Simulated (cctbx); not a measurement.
# What is wrong with this refinement?

Cell a = 8.8650 Å, b = 8.8650 Å, c = 6.9170 Å, α = 90.00°, β = 90.00°, γ = 120.00°; space group P6_3/mcm (no. 193).

The data are simulated with cctbx, not measured: Mo Kα, λ = 0.71073 Å, to d = 0.77 Å, 70 % of the full sphere, strongest reflection 20000 counts, noise from counting, a 2 % proportional error and a noise floor of 2 counts (s.d.); no absorption.

An isotropic refinement with weights 1/σ² prints:

```text
Rint 0.027, 221 unique reflections to 0.77 A
cycle     R1     wR2    GooF  max shift (A)
   1  0.4725  0.8077  59.062   0.15994
   3  0.0068  0.0147   1.074   0.00000
final R1 0.0068 wR2 0.0147 GooF 1.074  parameters 5  data/parameter 44.2
atom        x        y        z      Ueq    occ   su(xyz)  su(Uiso or U11)
Bi1    0.00000  0.38532  0.75000   0.0118  1.000  0.00002  0.0001
Eu1    0.00000  0.74771  0.75000   0.0126  1.000  0.00003  0.0001
Zn1    0.33333  0.66667  0.50000   0.0199  1.000  0.00000  0.0002
difference map: max 0.59 min -0.74 rms 0.12
Q1    0.0000  0.3075  0.2500    6    0.60  0.49 A from Eu1
Q2    0.0000  0.0000  0.1143    4    0.57  2.43 A from Eu1
Q3    0.0000  0.1922  0.2500    6    0.54  0.53 A from Eu1
Q4    0.3333  0.6667  0.0688    8    0.51  0.48 A from Zn1
Q5    0.0643  0.5149  0.1624   24    0.40  1.41 A from Bi1
Q6    0.0000  0.4049  0.6564   12    0.38  0.67 A from Bi1
```

Q: Accept it or mend it, and why?

It can stand. The set-up had a fault (start far from the minimum), but the refinement still reached the right minimum: R1 = 0.0068, wR2 = 0.0147, GooF = 1.07 against R1 = 0.0068, wR2 = 0.0147, GooF = 1.07 for the right model.

The compound is Eu3Zn2Bi3. The right model at the same level gives:

```text
Rint 0.027, 221 unique reflections to 0.77 A
cycle     R1     wR2    GooF  max shift (A)
   1  0.1137  0.2631  19.236   0.03640
   2  0.0068  0.0147   1.074   0.00000
final R1 0.0068 wR2 0.0147 GooF 1.074  parameters 5  data/parameter 44.2
atom        x        y        z      Ueq    occ   su(xyz)  su(Uiso or U11)
Bi1    0.00000  0.38532  0.75000   0.0118  1.000  0.00002  0.0001
Eu1    0.00000  0.74771  0.75000   0.0126  1.000  0.00003  0.0001
Zn1    0.33333  0.66667  0.50000   0.0199  1.000  0.00000  0.0002
difference map: max 0.59 min -0.74 rms 0.12
Q1    0.0000  0.3075  0.2500    6    0.60  0.49 A from Eu1
Q2    0.0000  0.0000  0.1143    4    0.57  2.43 A from Eu1
Q3    0.0000  0.1922  0.2500    6    0.54  0.53 A from Eu1
Q4    0.3333  0.6667  0.0688    8    0.51  0.48 A from Zn1
Q5    0.0643  0.5149  0.1624   24    0.40  1.41 A from Bi1
Q6    0.0000  0.4049  0.6564   12    0.38  0.67 A from Bi1
```

This is a model crystal, built by substitution and not relaxed, with assumed displacement parameters.

[Middle refinement cycles are left out of these outputs.]

[Logs are printed without paths, hosts, clocks, repeated set-up lines and the standing remarks that a program may print on its own settings, such as how far it seeks lower states.]
